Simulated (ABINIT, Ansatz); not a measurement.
# BaNaH6Ir (F-43m): bands and cutoff in G0W0 with ABINIT

Aim: raise bands and screening cutoff together for BaNaH6Ir (F-43m) and follow gap and time.

Method: LDA and many-body steps on it, plane waves, in ABINIT 10.8.3.

Report form: the programs' logs are mostly left out.

## (1) The starting structure

The structure is cubic, space group F-43m (No. 216). The conventional cell has a = 7.845 Å, b = 7.845 Å, c = 7.845 Å, α = 90.00°, β = 90.00°, γ = 90.00°. Na has 12 H at 2.79 Å nearest. Nearest to Ba lie 12 H at 2.79 Å. Nearest to H lie 1 Ir at 1.69 Å and 4 H at 2.39 Å and 2 Ba at 2.79 Å and 2 Na at 2.79 Å. Ir has 6 H at 1.69 Å nearest. Farther neighbours are not listed.

The cell and positions are those that the Materials Project relaxed with its own functionals (PBE, PBE+U or r2SCAN), kept fixed. Spin-orbit coupling is left out unless a step names it.

## (2) Empty states on the mesh, 2×2×2 mesh, 237 bands

This step: ABINIT 10.8.3; DFT, LDA, plane waves, norm-conserving pseudopotentials.

The sums over transitions need many empty states on a uniform mesh; this step solves for them.

run.abi

```
acell 3*1.0 Angstrom
rprim 
  -0.000000000000 3.922549000000 3.922549000000
  3.922549000000 -0.000000000000 3.922549000000
  3.922549000000 3.922549000000 -0.000000000000
ntypat 4
znucl 11 56 1 77
natom 9
typat 1 2 3 3 3 3 3 3 4
xred 
  0.250000000000 0.250000000000 0.250000000000
  0.750000000000 0.750000000000 0.750000000000
  0.784973000000 0.215027000000 0.215027000000
  0.215027000000 0.784973000000 0.215027000000
  0.784973000000 0.784973000000 0.215027000000
  0.215027000000 0.784973000000 0.784973000000
  0.784973000000 0.215027000000 0.784973000000
  0.215027000000 0.215027000000 0.784973000000
  0.000000000000 0.000000000000 0.000000000000
pp_dirpath "pseudos"
pseudos "Na.upf, Ba.upf, H.upf, Ir.upf"
ecut 38
ngkpt 2 2 2
nshiftk 1
shiftk 0 0 0
kptopt 1
chksymbreak 0
iscf -2
irdden 1
istwfk *1
nband 237
nbdbuf 20
tolwfr 1e-09
nstep 60
prtvol 0
indata_prefix "in"
outdata_prefix "out"
tmpdata_prefix "tmp"
```

Started as:

```console
OMP_NUM_THREADS=1 mpirun -n 4 abinit run.abi > log
```

Wall time 2.1 min (4 MPI ranks of Arm Neoverse V1, shared host); peak memory 0.47 GiB.

This step gave:

* gap: 2.990 eV
* k of the valence top: 0, 0, 0
* k of the conduction bottom: 0.5, 0.5, 0
* least direct gap: 3.020 eV
* k points computed: 3
* lowest point of the top converged band, above the valence top: 74.3921 eV

On this mesh the gap is 2.990 eV.

The density comes from a self-consistent run that is not shown.

## (3) Screening, 2×2×2 mesh, 45 bands, screening to 62.6 eV

The RPA dielectric matrix is built and inverted for each q.

This step: RPA screening on LDA, plane waves, norm-conserving pseudopotentials.

Changes to run.abi since step 2:

```diff
@@ -27,10 +27,11 @@
 chksymbreak 0
-iscf -2
-irdden 1
 istwfk *1
-nband 237
-nbdbuf 20
-tolwfr 1e-09
-nstep 60
-prtvol 0
+occopt 1
+irdwfk 1
+optdriver 3
+nband 45
+ecuteps 2.3
+inclvkb 2
+awtr 1
+symchi 1
 indata_prefix "in"
```

Run time: 7.7 s. Hardware: 4 MPI ranks; peak memory 1.3 GiB.

Numbers from this step:

```
ε∞ with local fields, on this mesh, along the program's q direction : 4.082
the same without local fields                                       : 4.929
plasma frequency                                                    : 21.90 eV
plane waves in the screening matrix                                 : 137
```

Local fields lower ε∞ by 17 %. On a Γ-centred mesh this coarse the value itself is usually too large, while a short band sum pulls it down.

## (4) 45 bands, 62.6 eV

The self-energy is evaluated for the states that the input lists, and the levels follow from it, in one-shot runs by the linearised quasiparticle equation.

This step: G0W0 on LDA, plane waves, norm-conserving pseudopotentials.

Changes to run.abi since step 3:

```diff
@@ -30,8 +30,17 @@
 irdwfk 1
-optdriver 3
+optdriver 4
 nband 45
+gwcalctyp 0
+ecutsigx 38
+symsigma 1
+nkptgw 2
+kptgw 
+  0.0000000000 0.0000000000 0.0000000000
+  0.5000000000 0.5000000000 0.0000000000
+bdgw 
+  19 24
+  20 23
 ecuteps 2.3
-inclvkb 2
-awtr 1
-symchi 1
+irdscr 1
+ppmodel 1
 indata_prefix "in"
```

Wall time 5.5 s (4 MPI ranks); peak memory 0.25 GiB; 22 s of CPU time.

Numbers from this step:

| Quantity | Value |
| --- | --- |
| G0W0 gap on the points computed | 4.166 eV |
| starting gap on the mesh | 2.990 eV |
| k of the valence top | 0, 0, 0 |
| k of the conduction bottom | 0.5, 0.5, 0 |
| Z at the valence top | 0.778 |
| Z at the conduction bottom | 0.836 |
| least direct G0W0 gap on the computed points | 4.203 eV |

The gap on the mesh goes from 2.99 eV to 4.17 eV, a correction of +1.18 eV.

## (5) Screening, 2×2×2 mesh, 100 bands, screening to 114.3 eV

This step: RPA screening on LDA, plane waves, norm-conserving pseudopotentials.

Changes to run.abi since step 4:

```diff
@@ -30,17 +30,8 @@
 irdwfk 1
-optdriver 4
-nband 45
-gwcalctyp 0
-ecutsigx 38
-symsigma 1
-nkptgw 2
-kptgw 
-  0.0000000000 0.0000000000 0.0000000000
-  0.5000000000 0.5000000000 0.0000000000
-bdgw 
-  19 24
-  20 23
-ecuteps 2.3
-irdscr 1
-ppmodel 1
+optdriver 3
+nband 100
+ecuteps 4.2
+inclvkb 2
+awtr 1
+symchi 1
 indata_prefix "in"
```

Run time: 17 s. Hardware: 4 MPI ranks; peak memory 1.5 GiB; 69 s of CPU time.

This step gave:

```yaml
eps_infinity_with_local_fields_on_this_mesh_along_the_program_s_q_direction: 4.098
the_same_without_local_fields: 5.028
plasma_frequency: 21.90 eV
plane_waves_in_the_screening_matrix: 331
```

## (6) 100 bands, 114.3 eV

This step: G0W0 on LDA, plane waves, norm-conserving pseudopotentials.

Changes to run.abi since step 5:

```diff
@@ -30,8 +30,17 @@
 irdwfk 1
-optdriver 3
+optdriver 4
 nband 100
+gwcalctyp 0
+ecutsigx 38
+symsigma 1
+nkptgw 2
+kptgw 
+  0.0000000000 0.0000000000 0.0000000000
+  0.5000000000 0.5000000000 0.0000000000
+bdgw 
+  19 24
+  20 23
 ecuteps 4.2
-inclvkb 2
-awtr 1
-symchi 1
+irdscr 1
+ppmodel 1
 indata_prefix "in"
```

The job ended after 9.8 s (4 MPI ranks; peak memory 0.96 GiB).

Numbers from this step:

```
G0W0 gap on the points computed              : 4.164 eV
starting gap on the mesh                     : 2.990 eV
k of the valence top                         : 0, 0, 0
k of the conduction bottom                   : 0.5, 0.5, 0
Z at the valence top                         : 0.782
Z at the conduction bottom                   : 0.833
least direct G0W0 gap on the computed points : 4.219 eV
```

Against G0W0 in ABINIT (2×2×2 mesh, 45 bands, screening to 62.6 eV, Godby-Needs plasmon pole), the gap moves by −0.002 eV.

## (7) Screening, 2×2×2 mesh, 217 bands, screening to 176.9 eV

This step: RPA screening on LDA, plane waves, norm-conserving pseudopotentials.

Changes to run.abi since step 6:

```diff
@@ -30,17 +30,8 @@
 irdwfk 1
-optdriver 4
-nband 100
-gwcalctyp 0
-ecutsigx 38
-symsigma 1
-nkptgw 2
-kptgw 
-  0.0000000000 0.0000000000 0.0000000000
-  0.5000000000 0.5000000000 0.0000000000
-bdgw 
-  19 24
-  20 23
-ecuteps 4.2
-irdscr 1
-ppmodel 1
+optdriver 3
+nband 217
+ecuteps 6.5
+inclvkb 2
+awtr 1
+symchi 1
 indata_prefix "in"
```

Run time: 50 s. Hardware: 4 MPI ranks; peak memory 2.3 GiB; 3.3 min of CPU time.

Numbers from this step:

```
ε∞ with local fields, on this mesh, along the program's q direction : 4.105
the same without local fields                                       : 5.045
plasma frequency                                                    : 21.90 eV
plane waves in the screening matrix                                 : 645
```

## (8) 217 bands, 176.9 eV

This step: G0W0 on LDA, plane waves, norm-conserving pseudopotentials.

Changes to run.abi since step 7:

```diff
@@ -30,8 +30,17 @@
 irdwfk 1
-optdriver 3
+optdriver 4
 nband 217
+gwcalctyp 0
+ecutsigx 38
+symsigma 1
+nkptgw 2
+kptgw 
+  0.0000000000 0.0000000000 0.0000000000
+  0.5000000000 0.5000000000 0.0000000000
+bdgw 
+  19 24
+  20 23
 ecuteps 6.5
-inclvkb 2
-awtr 1
-symchi 1
+irdscr 1
+ppmodel 1
 indata_prefix "in"
```

It took 42 s on 4 MPI ranks; peak memory 1.9 GiB; 2.8 min of CPU time.

Numbers from this step:

- G0W0 gap on the points computed: 4.238 eV
- starting gap on the mesh: 2.990 eV
- k of the valence top: 0, 0, 0
- k of the conduction bottom: 0.5, 0.5, 0
- least direct G0W0 gap on the computed points: 4.298 eV

Against G0W0 in ABINIT (2×2×2 mesh, 100 bands, screening to 114.3 eV, Godby-Needs plasmon pole), the gap moves by +0.074 eV.

## (9) The runs together

Times are wall times on 4 MPI ranks of Arm Neoverse V1, shared host, good to a factor of about two. A run's time includes the screening step that it read.

| run | mesh | bands | screening cutoff (eV) | DFT gap (eV) | gap on the mesh (eV) | direct (eV) | ε∞ used | time |
| --- | --- | --- | --- | --- | --- | --- | --- | --- |
| 45 bands, 62.6 eV | 2×2×2 | 45 | 62.6 | 2.990 | 4.166 | 4.203 | 4.08 | 13 s |
| 100 bands, 114.3 eV | 2×2×2 | 100 | 114.3 | 2.990 | 4.164 | 4.219 | 4.10 | 27 s |
| 217 bands, 176.9 eV | 2×2×2 | 217 | 176.9 | 2.990 | 4.238 | 4.298 | 4.10 | 92 s |

## (10) Summary of results

```
45 bands, 62.6 eV   : 4.166 eV
100 bands, 114.3 eV : 4.164 eV
217 bands, 176.9 eV : 4.238 eV
known limits        : not at the basis limit; no spin polarisation; d states lean on the start; no spin-orbit coupling; coarse k mesh
```

From the first rung to the last the gap moves by +0.07 eV for 7.0 times the time. The gap turns back along the series, so no limit is drawn from it. In the G0W0 runs levels were corrected at 2 k points alone, so a gap called «on the mesh» is the least over those, and an edge elsewhere would be missed. The 2×2×2 mesh is coarse for this cell, which bears on the long-range parts of exchange and screening. The runs have no spin polarisation. For a closed low-spin shell that is the natural state; where a d or f shell is open it is a constraint, and the gap is then not the crystal's own. With d states at the gap, one-shot GW leans hard on its start. The many-body steps are scalar-relativistic: spin-orbit coupling is not in them.

[Paths, hosts, dates, memory and timing lines, banners, echoed tables and standing remarks are left out of the program output.]

[Logs are printed without paths, hosts, clocks, repeated set-up lines and the standing remarks that a program may print on its own settings, such as how far it seeks lower states.]

[Runs of the session that timed out or met a known fault of the program may be left out.]

[Hosts, paths, dates, database ids (printed as entryN), source tags and the programs' standing remarks are cut or masked in the printed files.]

[G0W0 gaps are taken among the corrected bands and points alone; a level outside them can change the order at an edge.]

[Where Ansatz stands beside ABINIT at settings called matched, ABINIT's density can come from a denser mesh and the files from another edition; pairs whose starting gaps differed by over 0.03 eV were left out, so agreement reads better than it is.]
